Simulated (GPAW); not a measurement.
## Cs3Bi (Fm-3m): one start, several treatments of the self-energy

Wanted: the gap of Cs3Bi (Fm-3m) under several approximations, with cost.

Calculated with GPAW 26.7.0; LDA and many-body steps on it, plane waves.

## 1. The starting structure

Symmetry: Fm-3m, No. 225, cubic system. The conventional cell has a = 9.393 Å, b = 9.393 Å, c = 9.393 Å, α = 90.00°, β = 90.00°, γ = 90.00°. Nearest to Cs lie 4 Bi at 4.07 Å and 4 Cs at 4.07 Å. Nearest to Cs lie 8 Cs at 4.07 Å. Bi has 8 Cs at 4.07 Å nearest. Farther neighbours are not listed.

As a file:

```xyz
4
Lattice="0.0000 4.6966 4.6966 4.6966 0.0000 4.6966 4.6966 4.6966 0.0000" Properties=species:S:1:pos:R:3 pbc="T T T"
Cs    2.3483    2.3483    2.3483
Cs    7.0449    7.0449    7.0449
Cs    4.6966    4.6966    4.6966
Bi    0.0000    0.0000    0.0000
```

The cell and positions are those that the Materials Project relaxed with its own functionals (PBE, PBE+U or r2SCAN), kept fixed. Spin-orbit coupling is left out unless a step names it.

## 2. Empty states on the mesh, 2×2×2 mesh, 480 bands

This step: GPAW 26.7.0; DFT, LDA, plane waves, PAW.

The sums over transitions need many empty states on a uniform mesh; this step solves for them.

run.py

```python
import json
import numpy as np
from gpaw.mpi import world
from gpaw import GPAW

calc = GPAW('gs.gpw').fixed_density(kpts={'size': (2, 2, 2), 'gamma': True},
    parallel={'domain': 1, 'band': 1},
    txt='nscf.txt')
calc.diagonalize_full_hamiltonian(nbands=480)
calc.write('full.gpw', mode='all')
res = {}
kpts = calc.get_ibz_k_points()
res['kpts'] = kpts
res['eigenvalues'] = [calc.get_eigenvalues(kpt=k) for k in range(len(kpts))]
res['n_electrons'] = calc.get_number_of_electrons()

if world.rank == 0:
    with open('result.json', 'w') as f:
        json.dump(res, f, default=lambda x: x.tolist())
```

The run is started by

```
$ mpirun -n 3 gpaw python run.py
```

Numbers of over 12 decimals in the logs are rounded to 6 here.

The program printed:

```text
Diagonalizing LCAO Hamiltonian
Converting LCAO to pw mode
convergence criteria:
- Maximum integral of absolute [eigenst]ate change: 4e-08 eV^2 / valence electron
maximum number of iterations: 100

SCF iterations
|iter     |     time |      energy | eigst |  dens |
|iter:   1|  |             | +1.06 |       |
|iter:   2|  |             | -0.49 |       |
|iter:   3|  |             | -1.77 |       |
[...]
|iter:  13|  |             | -6.78 |       |
|iter:  14|  |             | -7.20 |       |
|iter:  15|  |             | -7.47c|       |
SCF steps: 15
  __  _  _
 | _ |_)|_||  |
 |__||  | ||/\| - 26.7.0

Input parameters:
  mode=PW(ecut=450.000000),
  convergence={'density': 1e-06, 'bands': -3},
  gpts=array([35, 35, 35]),
  kpts=MonkhorstPack(size=(2, 2, 2), gamma=True),
  maxiter=100,
  nbands=29,
  occupations=Occupations(name='fermi-dirac', width=0.001, fixmagmom=False),
  parallel={'domain': 1, 'band': 1},
  xc=XC(name='LDA')
Matrix size: 4477x4477
# Writing to full.gpw (mode='all')
  [... matrices ...]

timing:  # [seconds]
  Total: 67.643  # ━━━━━━━━━━━━━━━━━━━━━━━━━━━━━━━━━━━━━━━━━━━━━━━━━━━━━━━━━━
```

Wall time 74 s (3 MPI ranks of Arm Neoverse V2, shared host); peak memory 4.4 GiB.

This step gave:

* gap: 0.1235 eV
* k of the valence top: 0.5, 0.5, 0
* k of the conduction bottom: 0, 0, 0
* least direct gap: 0.5003 eV
* k points computed: 3
* lowest point of the top converged band, above the valence top: 91.0690 eV

On this mesh the gap is 0.124 eV.

## 3. G0W0, Godby-Needs plasmon pole

G0W0 replaces the xc potential by the self-energy, built once from these orbitals. Only a window of levels is corrected, while the sums run over the empty bands that the input names.

This step: G0W0 on LDA, plane waves, PAW.

run.py

```python
import json
import numpy as np
from gpaw.mpi import world
from gpaw.response.g0w0 import G0W0

gw = G0W0('full.gpw',
    filename='gw',
    kpts=[0, 1],
    bands=(19, 23),
    ecut=60,
    nbands=218,
    integrate_gamma='WS',
    ppa=True)
gw.calculate()
res = {mode: {k: v for k, v in r.items() if k != 'sigma_eskwn'}
       for mode, r in gw.all_results.items()}

if world.rank == 0:
    with open('result.json', 'w') as f:
        json.dump(res, f, default=lambda x: x.tolist())
```

The run is started by

```
$ mpirun -n 4 gpaw python run.py
```

The program printed:

```text
Using integrator: PointIntegrator
FrequencyGridDescriptor(from 0.000+0.000j to 0.000+27.211j eV, 2 points)
Nonperiodic BCs:  [False False False]
Using integrator: PointIntegrator
FrequencyGridDescriptor(from 0.000+0.000j to 0.000+27.211j eV, 2 points)
Nonperiodic BCs:  [False False False]
  ___  _ _ _
 |   || | | |
 | | || | | |
 |__ ||_____|
 |___|

BZ k-points: Symmetries present (total): 48

  [... matrices ...]
8 k-points: 2 x 2 x 2 Monkhorst-Pack grid + [1/4,1/4,1/4]
3 k-points in the irreducible part of the Brillouin zone
       k-points in crystal coordinates                weights
   0:     0.00000000    0.00000000    0.00000000          1/8
   1:     0.50000000    0.50000000    0.00000000          3/8
   2:     0.50000000    0.50000000    0.50000000          4/8

Distributing spins, k-points and bands (1 x 2 x 4) over 4 processes
Number of blocks: 1

Quasi particle states:
k-points (IBZ indices): [0, 1]
Band range: (19, 23)
  [... matrices ...]
Computational parameters:
Plane wave cut-off: 60 eV
Number of bands: 218
Coulomb cutoff: None
Broadening: 0.1 eV

fxc modes: GW
Kernel: RPA
Using Godby-Needs plasmon-pole approximation:
  Fitting energy: i*E0, E0 = 1.000 Hartree
Summing all q:

Calculating screened Coulomb potential
No Coulomb truncation
FrequencyGridDescriptor(from 0.000+0.000j to 0.000+27.211j eV, 2 points)
Removing empty qpoint cache files...

Calculating chi0 body with:
    Ground state adapter containing:
    Number of spins: 1
    Number of kpoints: 8
    Number of irreducible kpoints: 3
    Number of completely occupied states: 21
    Number of partially occupied states: 21
    Occupied states memory: 13.738632 M / cpu

    Linear response parametrization:
    q_c: [0.0, 0.0, 0.0]
    Number of frequency points: 2
    Planewave cutoff: 60.0
    Number of bands: 218
    Number of planewaves: 229
    Broadening (eta): 1e-06
    comm.size: 4
    kncomm.size: 4
    blockcomm.size: 1

    Memory estimate of potentially large arrays:
        chi0_wGG: 1.600372 M / cpu
Integrating chi0 body.

Symmetries of q_c:
    Direct symmetries (Uq -> q): 48
    Indirect symmetries (TUq -> q): 0
In total 48 allowed symmetries.

  [... matrices ...]
3 groups of equivalent kpoints. 62.5% reduction.

Integral kind: response function
Integrating chi0 head and wings.

Symmetries of q_c:
    Direct symmetries (Uq -> q): 48
    Indirect symmetries (TUq -> q): 0
In total 48 allowed symmetries.

  [... matrices ...]
3 groups of equivalent kpoints. 62.5% reduction.

Integral kind: response function wings

Calculating chi0 body with:
    Ground state adapter containing:
    Number of spins: 1
    Number of kpoints: 8
    Number of irreducible kpoints: 3
    Number of completely occupied states: 21
    Number of partially occupied states: 21
    Occupied states memory: 13.738632 M / cpu

[... the further q-points ...]

Results:
f:      Occupation numbers
eps:     KS-eigenvalues [eV]
vxc:     KS vxc [eV]
exx:     Exact exchange [eV]
sigma:   Self-energies [eV]
dsigma:  Self-energy derivatives
Z:       Renormalization factors
qp:      QP-energies [eV]

k-point 0 (0): (0.000, 0.000, 0.000)                GW
band       f     eps     vxc     exx   sigma  dsigma       Z      qp
                                                                   GW
  19   1.000   4.264 -10.554 -12.007   1.063  -0.295   0.772   3.962
  20   1.000   4.264 -10.554 -12.007   1.062  -0.295   0.772   3.962
  21   0.000   4.764  -9.165  -5.318  -3.325  -0.256   0.796   5.180
  22   0.000   5.775  -8.054  -4.066  -3.619  -0.256   0.796   6.069

k-point 1 (1): (0.500, 0.500, 0.000)                GW
band       f     eps     vxc     exx   sigma  dsigma       Z      qp
                                                                   GW
  19   1.000   4.640 -11.228 -12.682   1.115  -0.291   0.775   4.378
  20   1.000   4.640 -11.228 -12.682   1.115  -0.291   0.775   4.378
  21   0.000   5.651  -8.349  -4.159  -3.761  -0.255   0.797   5.992
  22   0.000   5.865  -8.795  -4.649  -3.667  -0.256   0.796   6.245
```

Wall time 24 s (4 MPI ranks); peak memory 1.9 GiB.

This step gave:

```
G0W0 gap on the points computed              : 0.8013 eV
least direct G0W0 gap on the computed points : 1.217 eV
Z at the valence top                         : 0.7747
Z at the conduction bottom                   : 0.7959
starting gap on the mesh                     : 0.1235 eV
k of the valence top                         : 0.5, 0.5, 0
k of the conduction bottom                   : 0, 0, 0
```

The gap on the mesh goes from 0.12 eV to 0.80 eV, a correction of +0.68 eV.

## 4. One-shot HSE06

This step: one-shot HSE06 levels on LDA orbitals, plane waves, PAW.

run.py

```python
import json
import numpy as np
from gpaw.mpi import world
from gpaw.hybrids.eigenvalues import non_self_consistent_eigenvalues

dft, vxc, vxc_hyb = non_self_consistent_eigenvalues('full.gpw', 'HSE06', 19, 23, kpt_indices=[0, 1])
res = {'dft': dft[0], 'hybrid': (dft - vxc + vxc_hyb)[0]}
if world.rank == 0:
    with open('hybrid.txt', 'w') as f:
        for k, e0, e1 in zip([0, 1], res['dft'], res['hybrid']):
            print(k, ' '.join(f'{x:9.4f}' for x in e0), '|', ' '.join(f'{x:9.4f}' for x in e1), file=f)

if world.rank == 0:
    with open('result.json', 'w') as f:
        json.dump(res, f, default=lambda x: x.tolist())
```

The run is started by

```
$ mpirun -n 4 gpaw python run.py
```

The program printed:

```text
IBZ(<points: 3, symmetries: 48>)
Occupied bands: 21
Transforming wave functions from IBZ to BZ: 0.021 seconds
Distributing wave functions and iFFT-ing to real space: 0.061 seconds
Calculating eigenvalues:
  k-points: 2
  Bands: 19-22 (inclusive)
  Seconds: 0.327 (wave-function broadcasting: 0.011 seconds)
HSE06-eigenvalue shifts:
  min: -0.092 eV
  ave: 0.282 eV
  max: 0.674 eV
```

Elapsed: 2.9 s, on 4 MPI ranks; peak memory 0.65 GiB; 11 s of CPU time.

Numbers from this step:

```yaml
starting_gap_on_the_mesh: 0.1235 eV
hybrid_gap_on_the_mesh: 0.8892 eV
least_direct_hybrid_gap_on_the_computed_points: 1.263 eV
```

## 5. G0W0, extrapolated in the cutoff

This step: G0W0 on LDA, plane waves, PAW.

run.py

```python
import json
import numpy as np
from gpaw.mpi import world
from gpaw.response.g0w0 import G0W0

gw = G0W0('full.gpw',
    filename='gw',
    kpts=[0, 1],
    bands=(19, 23),
    ecut=100.0,
    integrate_gamma='WS',
    ppa=True,
    ecut_extrapolation=True)
gw.calculate()
res = {mode: {k: v for k, v in r.items() if k != 'sigma_eskwn'}
       for mode, r in gw.all_results.items()}

if world.rank == 0:
    with open('result.json', 'w') as f:
        json.dump(res, f, default=lambda x: x.tolist())
```

The run is started by

```
$ mpirun -n 4 gpaw python run.py
```

The program printed:

```text
Using integrator: PointIntegrator
FrequencyGridDescriptor(from 0.000+0.000j to 0.000+27.211j eV, 2 points)
Nonperiodic BCs:  [False False False]
Using integrator: PointIntegrator
FrequencyGridDescriptor(from 0.000+0.000j to 0.000+27.211j eV, 2 points)
Nonperiodic BCs:  [False False False]
  ___  _ _ _
 |   || | | |
 | | || | | |
 |__ ||_____|
 |___|

BZ k-points: Symmetries present (total): 48

  [... matrices ...]
8 k-points: 2 x 2 x 2 Monkhorst-Pack grid + [1/4,1/4,1/4]
3 k-points in the irreducible part of the Brillouin zone
       k-points in crystal coordinates                weights
   0:     0.00000000    0.00000000    0.00000000          1/8
   1:     0.50000000    0.50000000    0.00000000          3/8
   2:     0.50000000    0.50000000    0.50000000          4/8

Distributing spins, k-points and bands (1 x 2 x 4) over 4 processes
Number of blocks: 1

Quasi particle states:
k-points (IBZ indices): [0, 1]
Band range: (19, 23)
  [... matrices ...]
Computational parameters:
Extrapolating to infinite plane wave cut-off using points at:
  86.177 eV
  92.448 eV
  100.000 eV
Number of bands: 470
Coulomb cutoff: None
Broadening: 0.1 eV

fxc modes: GW
Kernel: RPA
Using Godby-Needs plasmon-pole approximation:
  Fitting energy: i*E0, E0 = 1.000 Hartree
Summing all q:

Calculating screened Coulomb potential
No Coulomb truncation
FrequencyGridDescriptor(from 0.000+0.000j to 0.000+27.211j eV, 2 points)
Removing empty qpoint cache files...

Calculating chi0 body with:
    Ground state adapter containing:
    Number of spins: 1
    Number of kpoints: 8
    Number of irreducible kpoints: 3
    Number of completely occupied states: 21
    Number of partially occupied states: 21
    Occupied states memory: 13.738632 M / cpu

    Linear response parametrization:
[...]
chi0_wGG: 6.429474 M / cpu
Integrating chi0 body.

Symmetries of q_c:
    Direct symmetries (Uq -> q): 48
    Indirect symmetries (TUq -> q): 0
In total 48 allowed symmetries.

  [... matrices ...]
3 groups of equivalent kpoints. 62.5% reduction.

Integral kind: response function
Integrating chi0 head and wings.

Symmetries of q_c:
    Direct symmetries (Uq -> q): 48
    Indirect symmetries (TUq -> q): 0
In total 48 allowed symmetries.

  [... matrices ...]
3 groups of equivalent kpoints. 62.5% reduction.

Integral kind: response function wings

Calculating chi0 body with:
    Ground state adapter containing:
    Number of spins: 1
    Number of kpoints: 8
    Number of irreducible kpoints: 3
    Number of completely occupied states: 21
    Number of partially occupied states: 21
    Occupied states memory: 13.738632 M / cpu

[... the further q-points ...]
Extrapolating selfenergy to infinite energy cutoff:
  Performing linear fit to 3 points
  Warning: Bad quality of linear fit for some (n,k).
           Higher cutoff might be necessary.
  Minimum R^2 = 0.2068. (R^2 Should be close to 1)
  [... matrices ...]
Results:
f:      Occupation numbers
eps:     KS-eigenvalues [eV]
vxc:     KS vxc [eV]
exx:     Exact exchange [eV]
sigma:   Self-energies [eV]
dsigma:  Self-energy derivatives
Z:       Renormalization factors
qp:      QP-energies [eV]

k-point 0 (0): (0.000, 0.000, 0.000)                GW
band       f     eps     vxc     exx   sigma  dsigma       Z      qp
                                                                   GW
  19   1.000   4.264 -10.554 -12.007   0.695  -0.291   0.774   3.677
  20   1.000   4.264 -10.554 -12.007   0.696  -0.291   0.774   3.677
  21   0.000   4.764  -9.165  -5.318  -3.521  -0.258   0.795   5.024
[...]
k-point 1 (1): (0.500, 0.500, 0.000)                GW
band       f     eps     vxc     exx   sigma  dsigma       Z      qp
                                                                   GW
[...]
21   0.000   5.651  -8.349  -4.159  -3.957  -0.258   0.795   5.836
  22   0.000   5.865  -8.795  -4.649  -3.876  -0.258   0.795   6.079
```

It took 2.7 min on 4 MPI ranks; peak memory 3.1 GiB; 11 min of CPU time.

This step gave:

```
quasiparticle gap on the points computed              : 0.9623 eV
least direct quasiparticle gap on the computed points : 1.346 eV
Z at the valence top                                  : 0.7739
Z at the conduction bottom                            : 0.7948
starting gap on the mesh                              : 0.1235 eV
k of the valence top                                  : 0.5, 0.5, 0
k of the conduction bottom                            : 0, 0, 0
gaps at the cutoffs of the extrapolation              : 0.8677, 0.8788, 0.8865 eV
```

Against G0W0 in GPAW (2×2×2 mesh, 218 bands, screening to 60 eV, Godby-Needs plasmon pole), the gap moves by +0.161 eV.

## 6. One-shot Hartree-Fock

This step: one-shot Hartree-Fock levels on LDA orbitals, plane waves, PAW.

run.py

```python
import json
import numpy as np
from gpaw.mpi import world
from gpaw.hybrids.eigenvalues import non_self_consistent_eigenvalues

dft, vxc, vxc_hyb = non_self_consistent_eigenvalues('full.gpw', 'EXX', 19, 23, kpt_indices=[0, 1])
res = {'dft': dft[0], 'hybrid': (dft - vxc + vxc_hyb)[0]}
if world.rank == 0:
    with open('hybrid.txt', 'w') as f:
        for k, e0, e1 in zip([0, 1], res['dft'], res['hybrid']):
            print(k, ' '.join(f'{x:9.4f}' for x in e0), '|', ' '.join(f'{x:9.4f}' for x in e1), file=f)

if world.rank == 0:
    with open('result.json', 'w') as f:
        json.dump(res, f, default=lambda x: x.tolist())
```

The run is started by

```
$ mpirun -n 4 gpaw python run.py
```

The program printed:

```text
IBZ(<points: 3, symmetries: 48>)
Occupied bands: 21
Transforming wave functions from IBZ to BZ: 0.021 seconds
Distributing wave functions and iFFT-ing to real space: 0.060 seconds
Calculating eigenvalues:
  k-points: 2
  Bands: 19-22 (inclusive)
  Seconds: 0.387 (wave-function broadcasting: 0.011 seconds)
HSE06-eigenvalue shifts:
  min: -1.453 eV
  ave: 1.295 eV
  max: 4.190 eV
```

It took 2.7 s on 4 MPI ranks; peak memory 0.66 GiB; 11 s of CPU time.

This step gave:

- starting gap on the mesh: 0.1235 eV
- hybrid gap on the mesh: 5.425 eV
- least direct hybrid gap on the computed points: 5.801 eV

## 7. G0W0, full frequency, Hilbert transform

This step: G0W0 on LDA, plane waves, PAW.

run.py

```python
import json
import numpy as np
from gpaw.mpi import world
from gpaw.response.g0w0 import G0W0

gw = G0W0('full.gpw',
    filename='gw',
    kpts=[0, 1],
    bands=(19, 23),
    ecut=60,
    nbands=218,
    integrate_gamma='WS',
    frequencies={'type': 'nonlinear', 'domega0': 0.1, 'omega2': 15.0},
    eta=0.1,
    nblocksmax=True)
gw.calculate()
res = {mode: {k: v for k, v in r.items() if k != 'sigma_eskwn'}
       for mode, r in gw.all_results.items()}

if world.rank == 0:
    with open('result.json', 'w') as f:
        json.dump(res, f, default=lambda x: x.tolist())
```

The run is started by

```
$ mpirun -n 4 gpaw python run.py
```

The program printed:

```text
Using integrator: PointIntegrator
NonLinearFrequencyDescriptor(from 0.000 to 73.866 eV, 244 points)
Nonperiodic BCs:  [False False False]
Using integrator: PointIntegrator
NonLinearFrequencyDescriptor(from 0.000 to 73.866 eV, 244 points)
Nonperiodic BCs:  [False False False]
  ___  _ _ _
 |   || | | |
 | | || | | |
 |__ ||_____|
 |___|

BZ k-points: Symmetries present (total): 48

  [... matrices ...]
8 k-points: 2 x 2 x 2 Monkhorst-Pack grid + [1/4,1/4,1/4]
3 k-points in the irreducible part of the Brillouin zone
       k-points in crystal coordinates                weights
[...]
GW
  19   1.000   4.264 -10.554 -12.007   1.177  -0.436   0.697   4.071
  20   1.000   4.264 -10.554 -12.007   1.177  -0.435   0.697   4.071
  21   0.000   4.764  -9.165  -5.318  -3.169  -0.349   0.741   5.267
[...]
k-point 1 (1): (0.500, 0.500, 0.000)                GW
band       f     eps     vxc     exx   sigma  dsigma       Z      qp
                                                                   GW
[...]
21   0.000   5.651  -8.349  -4.159  -3.592  -0.397   0.716   6.078
  22   0.000   5.865  -8.795  -4.649  -3.522  -0.415   0.707   6.305
```

It took 80 s on 4 MPI ranks; peak memory 2.2 GiB.

Numbers from this step:

| Property | Result |
| --- | --- |
| G0W0 gap on the points computed | 0.8092 eV |
| least direct G0W0 gap on the computed points | 1.196 eV |
| starting gap on the mesh | 0.1235 eV |
| k of the valence top | 0.5, 0.5, 0 |
| k of the conduction bottom | 0, 0, 0 |

Against G0W0 in GPAW (2×2×2 mesh, 218 bands, screening to 60 eV, Godby-Needs plasmon pole), the gap moves by +0.008 eV.

## 8. Side by side

Times are wall times on 4 MPI ranks of Arm Neoverse V2, shared host, good to a factor of about two.

```tsv
run	mesh	bands	screening cutoff (eV)	DFT gap (eV)	gap on the mesh (eV)	direct (eV)	time
G0W0, Godby-Needs plasmon pole	2×2×2	218	60	0.124	0.801	1.217	24 s
one-shot HSE06	2×2×2	-	-	0.124	0.889	1.263	2.9 s
G0W0, extrapolated in the cutoff	2×2×2	-	100	0.124	0.962	1.346	2.7 min
one-shot Hartree-Fock	2×2×2	-	-	0.124	5.425	5.801	2.7 s
G0W0, full frequency, Hilbert transform	2×2×2	218	60	0.124	0.809	1.196	80 s
```

## 9. Summary of results

```json
{
 "G0W0, Godby-Needs plasmon pole": "0.801 eV",
 "one-shot HSE06": "0.889 eV",
 "G0W0, extrapolated in the cutoff": "0.962 eV",
 "one-shot Hartree-Fock": "5.425 eV",
 "G0W0, full frequency, Hilbert transform": "0.809 eV",
 "known limits": "not at the basis limit; model gap, bands may invert with spin-orbit coupling; no spin-orbit coupling; coarse k mesh"
}
```

One-shot HSE06: +0.088 eV against G0W0, Godby-Needs plasmon pole. G0W0, extrapolated in the cutoff: +0.161 eV against G0W0, Godby-Needs plasmon pole, at other bands or cutoff, so not like for like. One-shot Hartree-Fock: +4.623 eV against G0W0, Godby-Needs plasmon pole. G0W0, full frequency, Hilbert transform: +0.008 eV against G0W0, Godby-Needs plasmon pole. Bare exchange alone opens the gap to 5.42 eV; against G0W0, correlation takes back 4.62 eV. One-shot hybrid levels are evaluated on the LDA orbitals. Bands and cutoff are finite, so the gap is not at the basis limit. The miss can reach some tenths of an eV and take either sign; the mesh is an error of its own. These stock PAW sets were not made for GW. In the G0W0 runs levels were corrected at 2 k points alone, so a gap called «on the mesh» is the least over those, and an edge elsewhere would be missed. The program warns of a poor linear fit in the extrapolation of some level, so the extrapolated values are rough. The 2×2×2 mesh is coarse for this cell, which bears on the long-range parts of exchange and screening. Where an edge is built on 6p states of lead, bismuth or thallium, scalar-relativistic gaps usually stand too wide, by a few tenths to over one eV. With atoms this heavy and so narrow a gap, spin-orbit coupling can invert the bands. These scalar-relativistic gaps are then model values, not to be set against experiment, and a spin-orbit change taken from DFT can't simply be added.

[Paths, hosts, dates, memory and timing lines, banners, echoed tables and standing remarks are left out of the program output.]

[Logs are printed without paths, hosts, clocks, repeated set-up lines and the standing remarks that a program may print on its own settings, such as how far it seeks lower states.]

[Runs of the session that timed out or met a known fault of the program may be left out.]

[Hosts, paths, dates, database ids (printed as entryN), source tags and the programs' standing remarks are cut or masked in the printed files.]
